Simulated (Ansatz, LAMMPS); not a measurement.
# Glassy 45P2O5-55ZnO (mol %) (85 atoms): a short ab initio trajectory

How do the atoms of glassy 45P2O5-55ZnO (mol %) (85 atoms) move, and what local order do they keep?

Method: Kohn-Sham DFT, PBE, PAW (set soft_2), plane waves, in Ansatz 0.2.0.

### Step 1. The starting structure

The cell holds 85 atoms: 18 P, 11 Zn and 56 O. Its edges and angles: a = 10.556 Å, b = 10.556 Å, c = 10.556 Å, α = 90.0°, β = 90.0°, γ = 90.0°. 85 atoms (18 P, 11 Zn, 56 O) placed at random at 3.06 g/cm³, melted at 4000 K for 10 ps at fixed volume with the Morse and Coulomb pair potential with partial charges (Pedone, Malavasi, Menziani, Cormack and Segre, J. Phys. Chem. B 110, 11780 (2006)). Quenched from 4000 K to 300 K at 500 K/ps and fixed volume, held 10 ps at zero pressure, then minimised at fixed cell.

What the set-up can't give: The quench rate of 500 K/ps is orders of magnitude faster than experiment, which tends to freeze in extra defects. The starting topology of bonds comes from the classical model. Sampling is at Γ alone, for a cell whose shortest periodic width is 11 Å.

### Step 2. Dynamics at 900 K

A Nosé–Hoover thermostat steers the temperature while disturbing the dynamics little. The time step is 1.0 fs.

Input file input.yaml:

```yaml
crystal:
  lattice:
    - [10.5564, 0.0, 0.0]
    - [0.0, 10.5564, 0.0]
    - [0.0, 0.0, 10.5564]
  atoms:
    - { symbol: P, position: [0.7373, 0.03783, 0.86867] }
    - { symbol: P, position: [0.70147, 0.87884, 0.34573] }
    - { symbol: P, position: [0.17997, 0.09679, 0.94094] }
    - { symbol: P, position: [0.65117, 0.24603, 0.2473] }
    [... 75 atom lines left out ...]
    - { symbol: O, position: [0.78286, 0.93086, 0.23061] }
    - { symbol: O, position: [0.14917, 0.72309, 0.99131] }
    - { symbol: O, position: [0.97602, 0.55497, 0.61813] }
    - { symbol: O, position: [0.31139, 0.26346, 0.36259] }
    - { symbol: O, position: [0.49079, 0.70672, 0.52211] }
    - { symbol: O, position: [0.4179, 0.98882, 0.68571] }
kpoints:
  mp_grid: { grid: [1, 1, 1] }
hamiltonian:
  xc: pbe
scf:
  occupations: { method: fermi_dirac, width: 0.05 }
output:
  forces: true
md:
  timestep: 1.0
  n_steps: 228
  ensemble: nvt_nose_hoover
  temperature: 900
  initial_velocities: maxwell_boltzmann
  seed: 2487
```

Run with:

```
ansatz run input.yaml --threads 4 --pin off --max-ram 8192MiB --backend cpu --events-out ev --progress --plain --runs-dir out
```

Wall time 32 min (4 threads of Arm Neoverse V1, shared host); peak memory 1.6 GiB.

The program notes that it switched symmetry off.

The trajectory, sampled:

```
time (fs)  T (K)  potential (meV/atom)  conserved (meV/atom)
      0.0    900                   0.0                  0.00
     15.0    847                   7.0                  0.04
     30.0    674                  29.7                  0.09
     46.0    829                  12.0                  0.06
     61.0    678                  33.8                  0.16
     76.0    786                  23.4                  0.09
     91.0    699                  38.4                  0.20
    106.0    904                  16.8                  0.10
    122.0    784                  36.0                  0.12
    137.0    925                  21.0                  0.08
    152.0    925                  23.5                  0.09
    167.0    928                  25.1                  0.13
    182.0    918                  27.6                  0.15
    198.0    865                  35.4                  0.19
    213.0    837                  39.9                  0.18
    228.0    857                  38.3                  0.19
```

Mean square displacement from the first frame to the last: P 0.100 Å², Zn 0.37 Å², O 0.25 Å².

The mean square displacement by time lag:

```csv
time lag (fs),O (Å²),P (Å²),Zn (Å²)
1.0,1.3e-4,7.1e-5,2.9e-5
5.0,0.00309,0.00173,7.1e-4
10.0,0.0114,0.00626,0.00282
15.0,0.0230,0.0121,0.00624
19.0,0.0330,0.0168,0.00985
24.0,0.0456,0.0220,0.0153
29.0,0.0578,0.0263,0.0218
33.0,0.0675,0.0292,0.0277
38.0,0.0795,0.0321,0.0356
43.0,0.0907,0.0343,0.0443
48.0,0.101,0.0361,0.0535
52.0,0.108,0.0376,0.0612
57.0,0.116,0.0399,0.0713
62.0,0.124,0.0434,0.0818
66.0,0.131,0.0470,0.0904
71.0,0.140,0.0523,0.101
76.0,0.150,0.0578,0.113
81.0,0.159,0.0629,0.124
85.0,0.167,0.0664,0.134
90.0,0.175,0.0702,0.146
95.0,0.183,0.0734,0.158
99.0,0.190,0.0758,0.167
104.0,0.197,0.0786,0.179
109.0,0.205,0.0816,0.191
114.0,0.212,0.0847,0.203
```

Over the second half of 228 fs the temperature averages 877 K with swings of 52 K r.m.s. The conserved energy stays within 0.21 meV/atom. From first frame to last Zn has the largest mean square displacement, 0.37 Å² at the end; the farthest move is 0.91 Å. The count of bonds goes from 115 in the first frame to 113 in the last, by one set of cutoffs: 4 pairs passed out of them and 2 came within. The run spans 0.23 ps, too short for its means to be equilibrium values.

### Step 3. Local order late in the run

The g(r) is a mean over the second half; what follows it is taken at the last frame.

Density 3.07 g/cm³, 13.84 Å³ an atom.

Mean of 14 frames. Pair distribution functions g(r), in bins of 0.2 Å:

```csv
r (Å),total,O-O,O-P,O-Zn,P-P,P-Zn,Zn-Zn
1.40,0.81,0.00,2.90,0.00,0.00,0.00,0.00
1.60,2.69,0.00,9.60,0.02,0.00,0.00,0.00
1.80,0.60,0.00,1.00,1.88,0.00,0.00,0.00
2.00,0.73,0.00,0.06,4.21,0.00,0.00,0.00
2.20,0.26,0.07,0.00,1.37,0.00,0.00,0.00
2.40,0.76,1.58,0.01,0.41,0.00,0.00,0.00
2.60,1.45,3.17,0.04,0.35,0.00,0.14,0.00
2.80,0.64,1.20,0.09,0.21,0.41,0.79,0.00
3.00,0.87,1.11,0.32,0.48,2.44,1.95,0.00
3.20,1.05,1.02,0.59,0.80,1.94,3.83,0.46
3.40,1.04,0.84,1.05,1.21,0.13,2.55,1.98
3.60,0.89,0.78,1.25,0.75,0.16,0.59,2.02
3.80,0.96,0.68,1.38,1.23,0.57,0.42,1.59
4.00,1.06,0.69,1.75,1.21,0.82,0.51,0.55
4.20,1.15,0.82,1.57,1.50,0.98,0.76,0.65
4.40,1.12,0.93,1.10,1.43,1.66,1.09,1.58
4.60,1.06,1.07,0.90,1.21,1.31,1.22,1.13
4.80,1.04,1.19,0.83,0.89,1.55,0.90,1.23
5.00,1.04,1.25,0.76,0.81,1.53,1.07,1.00
5.20,0.99,1.19,0.78,0.73,1.25,0.95,1.12
```

Bonds by pair of elements; cutoffs follow the first minimum of g(r), held within bounds set by covalent radii, and pairs that aren't listed don't count as bonded:

```csv
pair A-B,cutoff (Å),bonds,mean length (Å),spread (Å),shortest (Å),B about A,A about B
O-P,2.11,72,1.58,0.086,1.42,1.29,4
O-Zn,2.43,41,2.04,0.154,1.76,0.732,3.73
```

How many atoms have how many bonded neighbours:

| element | mean | 1 | 2 | 3 | 4 | 5 |
| --- | --- | --- | --- | --- | --- | --- |
| O | 2.02 | 4 | 47 | 5 | 0 | 0 |
| P | 4 | 0 | 0 | 0 | 18 | 0 |
| Zn | 3.73 | 0 | 0 | 4 | 6 | 1 |

Bond angles, per cent of each kind in bins of 5°:

| angle (°) | O-P-O | O-Zn-O | P-O-Zn | P-O-P |
| --- | --- | --- | --- | --- |
| 70–75 | 0.0 | 3.5 | 0.0 | 0.0 |
| 75–80 | 0.0 | 5.2 | 0.0 | 0.0 |
| 80–85 | 0.0 | 13.8 | 0.0 | 0.0 |
| 85–90 | 0.0 | 6.9 | 2.4 | 0.0 |
| 90–95 | 1.8 | 1.7 | 0.0 | 0.0 |
| 95–100 | 10.2 | 8.6 | 2.4 | 0.0 |
| 100–105 | 23.1 | 0.0 | 0.0 | 0.0 |
| 105–110 | 24.1 | 15.5 | 7.3 | 0.0 |
| 110–115 | 15.7 | 3.5 | 9.8 | 0.0 |
| 115–120 | 16.7 | 12.1 | 7.3 | 0.0 |
| 120–125 | 6.5 | 8.6 | 9.8 | 0.0 |
| 125–130 | 0.9 | 5.2 | 14.6 | 6.2 |
| 130–135 | 0.9 | 1.7 | 7.3 | 12.5 |
| 135–140 | 0.0 | 0.0 | 19.5 | 31.2 |
| 140–145 | 0.0 | 1.7 | 4.9 | 18.8 |
| 145–150 | 0.0 | 1.7 | 2.4 | 12.5 |
| 150–155 | 0.0 | 5.2 | 7.3 | 12.5 |
| 155–160 | 0.0 | 3.5 | 2.4 | 0.0 |
| 160–165 | 0.0 | 1.7 | 2.4 | 0.0 |
| 165–170 | 0.0 | 0.0 | 0.0 | 6.2 |

Bond angles (no mean is given where the spread exceeds 20°):

```csv
angle,count,mean (°),spread (°)
O-P-O,108,109,7.9
O-Zn-O,58,-,-
P-O-Zn,41,129,16.2
P-O-P,16,142,9.3
Zn-O-Zn,5,104,7.1
```

Oxygen atoms by the number of network formers (Si, P, Ge, B, Al, As, Ga) bound to them:

| network formers bound to O | O atoms | per cent |
| --- | --- | --- |
| 0 | 0 | 0 |
| 1 | 40 | 71.4 |
| 2 | 16 | 28.6 |

Network units: each former by its oxygen neighbours and how many of them bridge to another former:

```csv
former,O neighbours,bridging O,atoms
P,4,0,2
P,4,1,5
P,4,2,7
P,4,3,3
P,4,4,1
```

Bond length by coordination (bonds to H left out):

```csv
element,coordination,atoms,mean bond length (Å)
O,1,4,1.51
O,2,47,1.72
O,3,5,1.97
Zn,3,4,1.93
Zn,4,6,2.07
Zn,5,1,2.15
```

Rings of the network by King's shortest-path rule, up to 12 atoms, one path for each pair of neighbours; H, halogens, alkali and alkaline-earth atoms are left out, and the last column divides by all other atoms, bonded or not:

| ring size (atoms) | rings | per network atom |
| --- | --- | --- |
| 4 | 2 | 0.024 |
| 6 | 2 | 0.024 |
| 8 | 4 | 0.047 |
| 10 | 10 | 0.118 |
| 12 | 22 | 0.259 |

First main peaks of g(r), for some of the pairs, lie near 2.6 Å (O-O), 1.6 Å (O-P), 2.0 Å (O-Zn), 3.1 Å (P-P) and 3.3 Å (P-Zn). With the cutoffs above, 84 % of O atoms have 2, all P atoms have 4 and 55 % of Zn atoms have 4 bonded neighbours. The O-P-O angle averages 109° with a spread of 8°. Counting bonds to P alone, not to Zn, 29 % of the oxygens join two of these atoms and 71 % one. The commonest P unit has 4 oxygens, 2 of them shared with other formers (7 of 18 atoms). Rings of 12 atoms are the most common (55 % of those counted); sizes run from 4 to 12, where the search stops.

### Step 4. Single point at the last frame

The last frame is solved again with fuller output, to read the electronic structure of a thermally displaced geometry.

Input file input.yaml:

```yaml
crystal:
  lattice:
    - [10.5564, 0.0, 0.0]
    - [0.0, 10.5564, 0.0]
    - [0.0, 0.0, 10.5564]
  atoms:
    - { symbol: P, position: [0.72921, 0.04469, 0.85385] }
    - { symbol: P, position: [0.71353, 0.87894, 0.36956] }
    - { symbol: P, position: [0.18414, 0.12949, 0.94622] }
    - { symbol: P, position: [0.66263, 0.2744, 0.24116] }
    [... 75 atom lines left out ...]
    - { symbol: O, position: [0.78539, 0.87925, 0.20185] }
    - { symbol: O, position: [0.1369, 0.6797, 0.99077] }
    - { symbol: O, position: [0.99705, 0.58302, 0.5855] }
    - { symbol: O, position: [0.29999, 0.25094, 0.31766] }
    - { symbol: O, position: [0.50476, 0.71065, 0.5437] }
    - { symbol: O, position: [0.38331, 0.01968, 0.68817] }
kpoints:
  mp_grid: { grid: [1, 1, 1] }
hamiltonian:
  xc: pbe
scf:
  occupations: { method: fermi_dirac, width: 0.05 }
output:
  forces: true
  stress: true
  populations: intrinsic
  dos:
    method: { smearing: { sigma: 0.08 } }
    de: 0.1
    projected: { site_lists: { O: [O], P: [P], Zn: [Zn] } }
  eigenvalues: true
  write_density: true
  write_potential: true
  volumetric_format: npy
```

Run time: 27 s. Hardware: 4 threads; peak memory 1.5 GiB; 1.7 min of CPU time.

The program notes that the exchange-correlation potential is rough where the density is thin.

Numbers from this run:

```yaml
free_energy: -81899.1612 eV
free_energy_per_atom: -963.5195 eV/atom
scf_cycles: 11
pressure: -1.646 GPa
r_m_s_force_component: 1.452 eV/Å
longest_force: 6.202 eV/Å
fermi_energy: 4.619 eV
spacing_of_highest_filled_and_lowest_empty_level: 2.107 eV
```

Neighbours are counted within 2.11 Å (O-P), 2.43 Å (O-Zn), the cutoffs taken from the dynamics.

Length of the force by element and coordination:

```csv
element,coordination,atoms,mean length of the force (eV/Å),spread,least,most
O,all,56,2.04,1.14,0.338,6.20
O,1,4,2.29,0.920,0.980,3.40
O,2,47,2.01,1.21,0.338,6.20
O,3,5,2.11,0.501,1.53,3.04
P,all,18,3.26,1.21,0.712,5.14
Zn,all,11,1.06,0.360,0.468,1.70
Zn,3,4,1.29,0.340,0.755,1.70
Zn,4,6,0.956,0.323,0.468,1.52
Zn,5,1,0.805,0,0.805,0.805
```

Intrinsic-atomic-orbital charges by element and coordination:

```csv
element,coordination,atoms,mean charge (e),spread,least,most
O,all,56,-0.974,0.0916,-1.10,-0.795
O,1,4,-0.919,0.0221,-0.955,-0.898
O,2,47,-0.970,0.0942,-1.10,-0.795
O,3,5,-1.06,0.0292,-1.09,-1.02
P,all,18,2.11,0.0476,2.02,2.19
Zn,all,11,1.50,0.0125,1.48,1.51
Zn,3,4,1.51,0.0097,1.49,1.51
Zn,4,6,1.50,0.0127,1.48,1.51
Zn,5,1,1.49,0,1.49,1.49
```

States in the cell by windows of 1 eV, zero at the Fermi level; the larger projections on atomic orbitals stand beside the total:

```csv
from (eV),to (eV),total,O p,Zn d,P p
-10,-9,7.4,4.3,0.8,0.5
-9,-8,22.8,13.6,3.7,2.2
-8,-7,41.5,23.0,11.2,3.5
-7,-6,95.9,30.4,58.5,2.7
-6,-5,58.6,29.9,21.7,2.4
-5,-4,51.0,39.2,6.1,2.1
-4,-3,59.8,51.4,3.9,1.6
-3,-2,53.2,48.5,2.3,0.8
-2,-1,22.9,21.5,0.6,0.3
-1,0,0.3,0.3,0.0,0.0
0,1,0.4,0.1,0.0,0.0
1,2,3.6,0.6,0.0,0.6
2,3,9.2,1.6,0.0,1.0
3,4,14.1,2.4,0.1,1.8
4,5,17.2,2.8,0.0,4.0
```

The curve was stored every 0.10 eV, coarse against its broadening of 0.08 eV, so these counts are rough.

Between -25 and -10 eV lie 145 more states.

The levels nearest the highest filled one (over half full), pooled over k-points and spins:

| level less the highest filled one (eV) | occupation |
| --- | --- |
| -0.600 | 2 |
| -0.491 | 2 |
| -0.296 | 2 |
| -0.228 | 2 |
| -0.195 | 2 |
| 0 | 2 |
| 2.11 | 0 |
| 2.86 | 0 |
| 3.22 | 0 |
| 3.58 | 0 |
| 3.79 | 0 |
| 3.90 | 0 |

Mean intrinsic-atomic-orbital charges: O -0.97, P +2.11, Zn +1.50 e.

### Step 5. Outcome

```
mean temperature, second half                                : 877.3 K
temperature swing, second half                               : 51.96 K
slope of the conserved energy against time, by least squares : 0.2915 meV/atom/ps
free energy per atom                                         : -963.5195 eV/atom
pressure                                                     : -1.646 GPa
r.m.s. force component                                       : 1.452 eV/Å
gap (highest filled to lowest empty level)             : 2.107 eV
wall time of the 2 DFT runs                                  : 32 min
```

**Reading.** Over the second half of 228 fs the temperature averages 877 K with swings of 52 K r.m.s. The conserved energy stays within 0.21 meV/atom. The count of bonds goes from 115 in the first frame to 113 in the last, by one set of cutoffs: 4 pairs passed out of them and 2 came within. The run spans 0.23 ps, too short for its means to be equilibrium values. With the cutoffs above, 84 % of O atoms have 2, all P atoms have 4 and 55 % of Zn atoms have 4 bonded neighbours. Counting bonds to P alone, not to Zn, 29 % of the oxygens join two of these atoms and 71 % one. Filled and empty levels are parted by 2.11 eV (at Γ alone); a semilocal functional tends to put such gaps too low. In a disordered cell it changes from sample to sample, and tail or defect levels can set it.

**Limits.** The network of bonds at the start is that of the classical potential that made the cell; in DFT 4 of its 115 bonded pairs passed out of the cutoffs and 2 came within them. The pressure of -1.6 GPa is that of one thermal frame at a volume set beforehand, without the kinetic term.

[Logs are printed without paths, hosts, clocks, repeated set-up lines and the standing remarks that a program may print on its own settings, such as how far it seeks lower states.]

[Hosts, paths, dates, database ids (printed as entryN), source tags and the programs' standing remarks are cut or masked in the printed files.]
